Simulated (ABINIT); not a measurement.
# CaZnC2O6 (R-3): changed settings of a GW run in ABINIT

A base run on CaZnC2O6 (R-3), then changed inputs.

Main program and level: ABINIT 10.8.3; LDA and many-body steps on it, plane waves.

Most raw output is cut from this account.

## Step 1: Starting point

Symmetry: R-3, No. 148, trigonal system. The conventional cell has a = 4.866 Å, b = 4.866 Å, c = 16.332 Å, α = 90.00°, β = 90.00°, γ = 120.00°. Ca has 6 O at 2.40 Å nearest. Nearest to Zn lie 6 O at 2.13 Å. Nearest to C lie 3 O at 1.30 Å. Nearest to O lie 1 C at 1.30 Å and 1 Zn at 2.13 Å and 1 Ca at 2.40 Å. Farther neighbours and most contacts between anions are not listed.

Structure file:

```cif
data_structure
_symmetry_space_group_name_H-M 'R-3:H'
_symmetry_Int_Tables_number 148
_cell_length_a 4.8660
_cell_length_b 4.8660
_cell_length_c 16.3321
_cell_angle_alpha 90.000
_cell_angle_beta 90.000
_cell_angle_gamma 120.000
_cell_volume 334.91
loop_
_atom_site_label
_atom_site_type_symbol
_atom_site_symmetry_multiplicity
_atom_site_Wyckoff_symbol
_atom_site_fract_x
_atom_site_fract_y
_atom_site_fract_z
_atom_site_occupancy
Ca1 Ca 3 a 0.00000 0.00000 0.00000 1
Zn1 Zn 3 b 0.33333 0.66667 0.16667 1
C1 C 6 c 0.66667 0.33333 0.09079 1
O1 O 18 f 0.63723 0.58395 0.08920 1
```

The cell and positions are those that the Materials Project relaxed with its own functionals (PBE, PBE+U or r2SCAN), kept fixed.

## Step 2: Screening, 2×2×2 mesh, 74 bands, screening to 87.1 eV

This step: ABINIT 10.8.3; RPA screening on LDA, plane waves, norm-conserving pseudopotentials.

The RPA dielectric matrix is built and inverted for each q.

run.abi

```
acell 3*1.0 Angstrom
rprim 
  2.433014964130 1.404701844483 5.444039263300
  -2.433014964130 1.404701844483 5.444039263300
  0.000000000000 -2.809403688966 5.444039263300
ntypat 4
znucl 20 30 6 8
natom 10
typat 1 2 3 3 4 4 4 4 4 4
xred 
  0.000000000000 0.000000000000 0.000000000000
  0.500000000000 0.500000000000 0.500000000000
  0.242541000000 0.242541000000 0.242541000000
  0.757459000000 0.757459000000 0.757459000000
  0.494747000000 0.964090000000 0.273567000000
  0.964090000000 0.273567000000 0.494747000000
  0.273567000000 0.494747000000 0.964090000000
  0.505253000000 0.035910000000 0.726433000000
  0.035910000000 0.726433000000 0.505253000000
  0.726433000000 0.505253000000 0.035910000000
pp_dirpath "pseudos"
pseudos "Ca.upf, Zn.upf, C.upf, O.upf"
ecut 37
ngkpt 2 2 2
nshiftk 1
shiftk 0 0 0
kptopt 1
chksymbreak 0
istwfk *1
occopt 1
irdwfk 1
optdriver 3
nband 74
ecuteps 3.2
inclvkb 2
awtr 1
symchi 1
indata_prefix "in"
outdata_prefix "out"
tmpdata_prefix "tmp"
```

Command:

```bash
> OMP_NUM_THREADS=1 mpirun -n 4 abinit run.abi > log
```

It took 29 s on 4 MPI ranks of Arm Neoverse V1, shared host; peak memory 1.7 GiB.

Numbers from this step:

```yaml
eps_infinity_with_local_fields_on_this_mesh_along_the_program_s_q_direction: 2.908
the_same_without_local_fields: 3.173
plasma_frequency: 30.23 eV
plane_waves_in_the_screening_matrix: 213
```

Local fields lower ε∞ by 8 %. On a Γ-centred mesh this coarse the value itself is usually too large, while a short band sum pulls it down.

## Step 3: Base

The self-energy is evaluated for the states that the input lists, and the levels follow from it, in one-shot runs by the linearised quasiparticle equation.

This step: G0W0 on LDA, plane waves, norm-conserving pseudopotentials.

Changes to run.abi since step 2:

```diff
@@ -31,8 +31,19 @@
 irdwfk 1
-optdriver 3
+optdriver 4
 nband 74
+gwcalctyp 0
+ecutsigx 37
+symsigma 1
+nkptgw 3
+kptgw 
+  0.5000000000 0.0000000000 0.0000000000
+  0.5000000000 0.5000000000 0.5000000000
+  0.0000000000 0.0000000000 0.0000000000
+bdgw 
+  36 39
+  36 39
+  35 39
 ecuteps 3.2
-inclvkb 2
-awtr 1
-symchi 1
+irdscr 1
+ppmodel 1
 indata_prefix "in"
```

Wall time 10 s (4 MPI ranks); peak memory 1.3 GiB.

Numbers from this step:

```
G0W0 gap on the points computed              : 7.065 eV
starting gap on the mesh                     : 3.804 eV
k of the valence top                         : 0.5, 0, 0
k of the conduction bottom                   : 0.5, 0.5, 0.5
Z at the valence top                         : 0.806
Z at the conduction bottom                   : 0.848
least direct G0W0 gap on the computed points : 8.079 eV
```

The gap on the mesh goes from 3.80 eV to 7.07 eV, a correction of +3.26 eV.

## Step 4: Exchange cutoff

Changes to run.abi since step 3:

```diff
@@ -34,3 +34,3 @@
 gwcalctyp 0
-ecutsigx 37
+ecutsigx 5.5
 symsigma 1
```

The job ended after 8.9 s (4 MPI ranks; peak memory 1 GiB; 35 s of CPU time).

This step gave:

| Property | Result |
| --- | --- |
| G0W0 gap on the points computed | 6.085 eV |
| starting gap on the mesh | 3.804 eV |
| k of the valence top | 0.5, 0, 0 |
| k of the conduction bottom | 0.5, 0.5, 0.5 |
| Z at the valence top | 0.806 |
| Z at the conduction bottom | 0.848 |
| least direct G0W0 gap on the computed points | 6.354 eV |

## Step 5: Broadening of the poles

Changes to run.abi since step 4:

```diff
@@ -34,3 +34,3 @@
 gwcalctyp 0
-ecutsigx 5.5
+ecutsigx 37
 symsigma 1
@@ -48,2 +48,3 @@
 ppmodel 1
+zcut 0.5 eV
 indata_prefix "in"
```

The job ended after 10 s (4 MPI ranks; peak memory 1.3 GiB; 41 s of CPU time).

Numbers from this step:

```yaml
g0w0_gap_on_the_points_computed: 7.065 eV
starting_gap_on_the_mesh: 3.804 eV
k_of_the_valence_top: 0.5, 0, 0
k_of_the_conduction_bottom: 0.5, 0.5, 0.5
least_direct_g0w0_gap_on_the_computed_points: 8.078 eV
```

Against G0W0 in ABINIT (2×2×2 mesh, 74 bands, screening to 87.1 eV, Godby-Needs plasmon pole), the gap moves by +0.000 eV.

## Step 6: No symmetry in the self-energy

Changes to run.abi since step 5:

```diff
@@ -35,3 +35,3 @@
 ecutsigx 37
-symsigma 1
+symsigma 0
 nkptgw 3
@@ -48,3 +48,2 @@
 ppmodel 1
-zcut 0.5 eV
 indata_prefix "in"
```

The job ended after 14 s (4 MPI ranks; peak memory 1.4 GiB; 55 s of CPU time).

This step gave:

```yaml
g0w0_gap_on_the_points_computed: 7.065 eV
starting_gap_on_the_mesh: 3.804 eV
k_of_the_valence_top: 0.5, 0, 0
k_of_the_conduction_bottom: 0.5, 0.5, 0.5
least_direct_g0w0_gap_on_the_computed_points: 8.079 eV
```

Against G0W0 in ABINIT (2×2×2 mesh, 74 bands, screening to 87.1 eV, Godby-Needs plasmon pole), the gap moves by +0.000 eV.

## Step 7: Scissors in G

Changes to run.abi since step 6:

```diff
@@ -35,3 +35,3 @@
 ecutsigx 37
-symsigma 0
+symsigma 1
 nkptgw 3
@@ -48,2 +48,3 @@
 ppmodel 1
+mbpt_sciss 0.5 eV
 indata_prefix "in"
```

Elapsed: 10 s, on 4 MPI ranks; peak memory 1.3 GiB; 41 s of CPU time.

Numbers from this step:

```
G0W0 gap on the points computed              : 7.119 eV
starting gap on the mesh                     : 3.804 eV
k of the valence top                         : 0.5, 0, 0
k of the conduction bottom                   : 0.5, 0.5, 0.5
Z at the valence top                         : 0.806
Z at the conduction bottom                   : 0.849
least direct G0W0 gap on the computed points : 8.135 eV
```

## Step 8: Unknown plasmon-pole model

Changes to run.abi since step 7:

```diff
@@ -47,4 +47,3 @@
 irdscr 1
-ppmodel 1
-mbpt_sciss 0.5 eV
+ppmodel 7
 indata_prefix "in"
```

The job ended after 3.8 s (4 MPI ranks; peak memory 0.29 GiB).

The run stopped with an error after 3.8 s.

The program's words: Wrong ppm%model: 7

The fault put into this input: unknown plasmon-pole model.

## Step 9: The runs together

Times are wall times on 4 MPI ranks of Arm Neoverse V1, shared host, good to a factor of about two. A run's time includes the screening step that it read.

| run | mesh | bands | screening cutoff (eV) | DFT gap (eV) | gap on the mesh (eV) | direct (eV) | ε∞ used | time |
| --- | --- | --- | --- | --- | --- | --- | --- | --- |
| base | 2×2×2 | 74 | 87.1 | 3.804 | 7.065 | 8.079 | 2.91 | 39 s |
| exchange cutoff | 2×2×2 | 74 | 87.1 | 3.804 | 6.085 | 6.354 | 2.91 | 38 s |
| broadening of the poles | 2×2×2 | 74 | 87.1 | 3.804 | 7.065 | 8.078 | 2.91 | 39 s |
| no symmetry in the self-energy | 2×2×2 | 74 | 87.1 | 3.804 | 7.065 | 8.079 | 2.91 | 42 s |
| scissors in G | 2×2×2 | 74 | 87.1 | 3.804 | 7.119 | 8.135 | 2.91 | 39 s |

## Step 10: What came out

```
base                           : 7.065 eV
exchange cutoff                : 6.085 eV
broadening of the poles        : 7.065 eV
no symmetry in the self-energy : 7.065 eV
scissors in G                  : 7.119 eV
known limits                   : not at the basis limit; d shell near the gap, gap tends to lie low; coarse k mesh
```

What this shows: Exchange cutoff: −0.980 eV against base (keys changed: ecutsigx). Broadening of the poles: no change against base (keys changed: zcut). No symmetry in the self-energy: no change against base (keys changed: symsigma). Scissors in G: +0.054 eV against base (keys changed: mbpt_sciss). Bands and cutoff are finite, so the gap is not at the basis limit. The miss can reach some tenths of an eV and take either sign; the mesh is an error of its own. In the G0W0 runs levels were corrected at 3 k points alone, so a gap called «on the mesh» is the least over those, and an edge elsewhere would be missed. The 2×2×2 mesh is coarse for this cell, which bears on the long-range parts of exchange and screening. A d shell, filled or nearly so, lies near the gap. One-shot GW converges very slowly in bands there, not always from below, and on a semilocal start the gap tends to come out low; starts rich in exact exchange can overshoot instead.

[Paths, hosts, dates, memory and timing lines, banners, echoed tables and standing remarks are left out of the program output.]

[Logs are printed without paths, hosts, clocks, repeated set-up lines and the standing remarks that a program may print on its own settings, such as how far it seeks lower states.]

[Runs of the session that timed out or met a known fault of the program may be left out.]

[Hosts, paths, dates, database ids (printed as entryN), source tags and the programs' standing remarks are cut or masked in the printed files.]

[G0W0 gaps are taken among the corrected bands and points alone; a level outside them can change the order at an edge.]

[Where Ansatz stands beside ABINIT at settings called matched, ABINIT's density can come from a denser mesh and the files from another edition; pairs whose starting gaps differed by over 0.03 eV were left out, so agreement reads better than it is.]
